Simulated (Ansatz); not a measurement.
In doubt: masses and optical values from hybrid runs of this build are listed as unsure, which bears on the screening that GW takes from such a start.

Rows from a G0W0 calculation on MoSeO (2H monolayer (Janus)) (Ansatz 0.2.0; G0W0 on HSE06, plane waves, PAW; PAW set soft_1; 6×6×1 mesh, 204 empty bands, screening to 54 eV, PAW set soft_1 files), in eV. Spin-orbit coupling is left out.

```
row                      k  band   start       Σx  Σc at the solution      Vxc
  A  (0.333, 0.333, 0.000)    v1  -7.003  -19.781               0.942  -19.218
  B  (0.333, 0.333, 0.000)    c1  -4.277  -16.086              -3.440  -20.367
  C                      Γ    v1  -5.734  -21.281               1.486  -20.224
  D                      Γ    v2  -7.598  -21.017               1.442  -20.007
  E  (0.333, 0.333, 0.000)    c2  -2.626  -14.116              -3.831  -18.670
  F                      Γ    c1  -2.719  -16.329              -3.888  -21.055
```

**Question.** Work out each quasiparticle level and how far it moved.

The quasiparticle equation reads E = start + Σx + Σc(E) − Vxc.

```
row  E (eV)  shift (eV)
  A  -6.624      +0.379
  B  -3.437      +0.841
  C  -5.304      +0.430
  D  -7.166      +0.433
  E  -1.904      +0.722
  F  -1.881      +0.838
```

The gap over the computed points goes from 1.46 eV to 1.87 eV.

Limits: not at the basis limit; coarse mesh for a sheet; no spin-orbit coupling.

[Paths, hosts, dates, memory and timing lines, banners, echoed tables and standing remarks are left out of the program output.]

[Logs are printed without paths, hosts, clocks, repeated set-up lines and the standing remarks that a program may print on its own settings, such as how far it seeks lower states.]

[Runs of the session that timed out or met a known fault of the program may be left out.]

[Cells called generated may have been cut or substituted from an entry of the Crystallography Open Database or the Materials Project.]

[Hosts, paths, dates, database ids (printed as entryN), source tags and the programs' standing remarks are cut or masked in the printed files.]
